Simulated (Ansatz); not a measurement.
# Li on Al(100): change of the work function, part 2 of 2

Aim: the work function of Al(100) at several coverages of Li (hollow site), and the dipole that each adsorbate carries.

Ansatz 0.2.0; plane-wave DFT, PBE, Ansatz PAW.

So far, work function, upper face (eV): step 2 (the clean slab) 4.29; step 3 (37 atoms, coverage 0.111 ML, cell 3x3) 3.34; step 4 (17 atoms, coverage 0.25 ML, cell 2x2) 2.45.

## (5) Adsorbate added, k-mesh 6×6×1, coverage 0.5 ML (continued)

The steps of the relaxation:

| step | energy less that of the first step (eV) | largest force component (eV/Å) |
| --- | --- | --- |
| 1 | 0.0000 | 0.8248 |
| 2 | -0.2338 | 0.1244 |
| 3 | -0.2437 | 0.0188 |

The run keeps the 16 symmetry operations that the program found, so distortions that break them were not tested.

The atoms that moved most (Å):

| atom | dx | dy | dz | length |
| --- | --- | --- | --- | --- |
| Li18 | 0.000 | 0.000 | 0.293 | 0.293 |
| Li17 | 0.000 | 0.000 | 0.293 | 0.293 |
| Al4 | 0.000 | 0.000 | -0.031 | 0.031 |
| Al8 | 0.000 | 0.000 | -0.031 | 0.031 |
| Al16 | 0.000 | 0.000 | -0.031 | 0.031 |
| Al12 | 0.000 | 0.000 | -0.031 | 0.031 |
| Al7 | 0.000 | 0.000 | 0.006 | 0.006 |
| Al11 | 0.000 | 0.000 | 0.006 | 0.006 |

The relaxed structure:

```xyz
18
Lattice="5.7276 0.0000 0.0000 0.0000 5.7276 0.0000 0.0000 0.0000 25.6598" Properties=species:S:1:pos:R:3
Al    1.4319    1.4319    9.0000
Al    0.0000    0.0000   11.0250
Al    1.4319    1.4319   13.0320
Al    0.0000    0.0000   15.0552
Al    1.4319    4.2957    9.0000
Al    0.0000    2.8638   11.0250
Al    1.4319    4.2957   13.0404
Al    0.0000    2.8638   15.0552
Al    4.2957    1.4319    9.0000
Al    2.8638    0.0000   11.0250
Al    4.2957    1.4319   13.0404
Al    2.8638    0.0000   15.0552
Al    4.2957    4.2957    9.0000
Al    2.8638    2.8638   11.0250
Al    4.2957    4.2957   13.0320
Al    2.8638    2.8638   15.0552
Li    1.4319    1.4319   16.9530
Li    4.2957    4.2957   16.9530
```

The relaxation took 3 steps and lowered the energy by 0.24 eV; the largest force on the free atoms ends at 0.019 eV/Å.

The covered face has 2.17 eV, -2.12 eV against the clean one; the bare back face has moved by -0.01 eV, a measure of how thin the slab is.

## (6) Adsorbate added, k-mesh 12×12×1, coverage 1 ML

System of this step: Li/Al(100). The cell holds 5 atoms: 4 Al and 1 Li. Cell: a = 2.864 Å, b = 2.864 Å, c = 25.660 Å, α = 90.0°, β = 90.0°, γ = 90.0°. Vacuum lies along c.

input.yaml reads:

```yaml
crystal:
  lattice:
    - [2.8637824638, 0.0, 0.0]
    - [0.0, 2.8637824638, 0.0]
    - [0.0, 0.0, 25.6597584361]
  atoms:
    - { symbol: Al, position: [0.5, 0.5, 0.350743754] }
    - { symbol: Al, position: [0.0, 0.0, 0.4296610986] }
    - { symbol: Al, position: [0.5, 0.5, 0.5079678506] }
    - { symbol: Al, position: [0.0, 0.0, 0.5879201973] }
    - { symbol: Li, position: [0.5, 0.5, 0.649256246] }
kpoints:
  mp_grid: { grid: [12, 12, 1] }
hamiltonian:
  xc: pbe
scf:
  occupations: { method: fermi_dirac, width: 0.1 }
  convergence: { dr2_threshold: 1.0e-08 }
efield:
  axis: 3
  dipole_correction: true
  ramp_position: 0.97
  ramp_width: 0.06
relax:
  f_tol: 0.02
  max_steps: 60
  constraints: [{ sites: [0, 1] }]
output:
  write_potential: true
  write_density: true
  volumetric_format: npy
```

Launch:

```
ansatz run input.yaml --threads 2 --pin off --max-ram 4096MiB --backend cpu --events-out ev --progress --plain --runs-dir out
```

Run time: 17 s. Hardware: 2 threads of Intel Xeon Platinum 8259CL at 2.50GHz (Skylake/Cascade Lake), shared host; peak memory 0.48 GiB.

The steps of the relaxation:

| step | energy less that of the first step (eV) | largest force component (eV/Å) |
| --- | --- | --- |
| 1 | 0.0000 | 0.8957 |
| 2 | -0.1373 | 0.2151 |
| 3 | -0.1519 | 0.0399 |
| 4 | -0.1524 | 0.0027 |

Forces are held to the 8 operations that the program found; a distortion that breaks them can't arise in this run.

The atoms that moved most (Å):

| atom | dx | dy | dz | length |
| --- | --- | --- | --- | --- |
| Li5 | 0.000 | 0.000 | 0.370 | 0.370 |
| Al3 | 0.000 | 0.000 | 0.017 | 0.017 |
| Al4 | 0.000 | 0.000 | -0.013 | 0.013 |

The relaxed structure:

```xyz
5
Lattice="2.8638 0.0000 0.0000 0.0000 2.8638 0.0000 0.0000 0.0000 25.6598" Properties=species:S:1:pos:R:3
Al    1.4319    1.4319    9.0000
Al    0.0000    0.0000   11.0250
Al    1.4319    1.4319   13.0511
Al    0.0000    0.0000   15.0724
Li    1.4319    1.4319   17.0301
```

Running mean over 2.025 Å of the planar mean; the ramp of the sawtooth is left out. The electron's electrostatic potential energy less the Fermi level by z:

| z (Å) | electron's electrostatic potential energy less the Fermi level (eV) |
| --- | --- |
| 3.0 | 4.34 |
| 3.5 | 4.34 |
| 4.0 | 4.33 |
| 4.5 | 4.33 |
| 5.0 | 4.33 |
| 5.5 | 4.32 |
| 6.0 | 4.27 |
| 6.5 | 4.10 |
| 7.0 | 3.54 |
| 7.5 | 1.92 |
| 8.0 | -0.475 |
| 8.5 | -2.78 |
| 9.0 | -4.15 |
| 9.5 | -4.49 |
| 10.0 | -4.55 |
| 10.5 | -4.56 |
| 11.0 | -4.55 |
| 11.5 | -4.52 |
| 12.0 | -4.52 |
| 12.5 | -4.52 |
| 13.0 | -4.54 |
| 13.5 | -4.57 |
| 14.0 | -4.58 |
| 14.5 | -4.56 |
| 15.0 | -4.42 |
| 15.5 | -3.82 |
| 16.0 | -3.21 |
| 16.5 | -2.65 |
| 17.0 | -1.81 |
| 17.5 | -1.21 |
| 18.0 | 0.206 |
| 18.5 | 1.89 |
| 19.0 | 2.77 |
| 19.5 | 3.18 |
| 20.0 | 3.36 |
| 20.5 | 3.44 |
| 21.0 | 3.47 |
| 21.5 | 3.48 |
| 22.0 | 3.49 |
| 22.5 | 3.49 |

The relaxation took 4 steps and lowered the energy by 0.15 eV; the largest force on the free atoms ends at 0.0027 eV/Å.

The covered face has 3.49 eV, -0.80 eV against the clean one; the bare back face has moved by +0.03 eV, a measure of how thin the slab is.

## (7) Work function against coverage

This step: plane-wave DFT, PBE, Ansatz PAW; work function against coverage (Ansatz 0.2.0).

The runs are now put side by side.

This step gave:

```
work function of the clean face     : 4.293 eV
largest change of the work function : -2.123 eV
```

Work function of the covered face against coverage:

| coverage (adsorbates/nm²) | work function of the covered face (eV) |
| --- | --- |
| 0.00 | 4.29 |
| 1.35 | 3.34 |
| 3.05 | 2.45 |
| 6.10 | 2.17 |
| 12.19 | 3.49 |

The dipole per adsorbate comes from the change of the cell's dipole. Coverage, by row:

| coverage (1/nm²) | coverage (ML) | work function (eV) | change (eV) | dipole per adsorbate, positive end outwards (debye) | mean height of the added atoms over the highest substrate atom (Å) |
| --- | --- | --- | --- | --- | --- |
| 1.355 | 0.1111 | 3.34 | -0.9529 | 1.891 | 1.887 |
| 3.048 | 0.25 | 2.449 | -1.844 | 1.608 | 1.86 |
| 6.097 | 0.5 | 2.17 | -2.123 | 0.92 | 1.898 |
| 12.19 | 1 | 3.49 | -0.8032 | 0.182 | 1.958 |

## (8) Outcome

* work function of the clean face: 4.29 eV
* work function at 0.11 ML: 3.34 eV
* work function at 0.25 ML: 2.45 eV
* work function at 0.5 ML: 2.17 eV
* work function at 1 ML: 3.49 eV
* dipole per adsorbate at 0.11 ML, positive end outwards: 1.89 D

In words: Li lowers the work function of Al(100) at the lowest coverage, by 0.95 eV: the adsorbate layer has its positive end outwards. The dipole per adsorbate falls from 1.89 to 0.18 D as the layer fills. Neighbouring dipoles depolarise each other, and heights and bonding change with coverage too. The work function passes a minimum near 0.5 ML among the coverages run and rises again. The slab has 4 layers, at the tabulated experimental lattice constant, one starting site was run, and quantum-size effects of a slab this thin can reach one or two tenths of an eV.

[Long decimals in the printed logs are rounded to 6 places.]

[Logs are printed without paths, hosts, clocks, repeated set-up lines and the standing remarks that a program may print on its own settings, such as how far it seeks lower states.]

[Hosts, paths, dates, database ids (printed as entryN), source tags and the programs' standing remarks are cut or masked in the printed files.]

[Maps of the electrostatic potential energy from Ansatz leave out the sawtooth potential of an applied field or a dipole correction, so their vacuum need not be flat; planar profiles and work functions include it.]
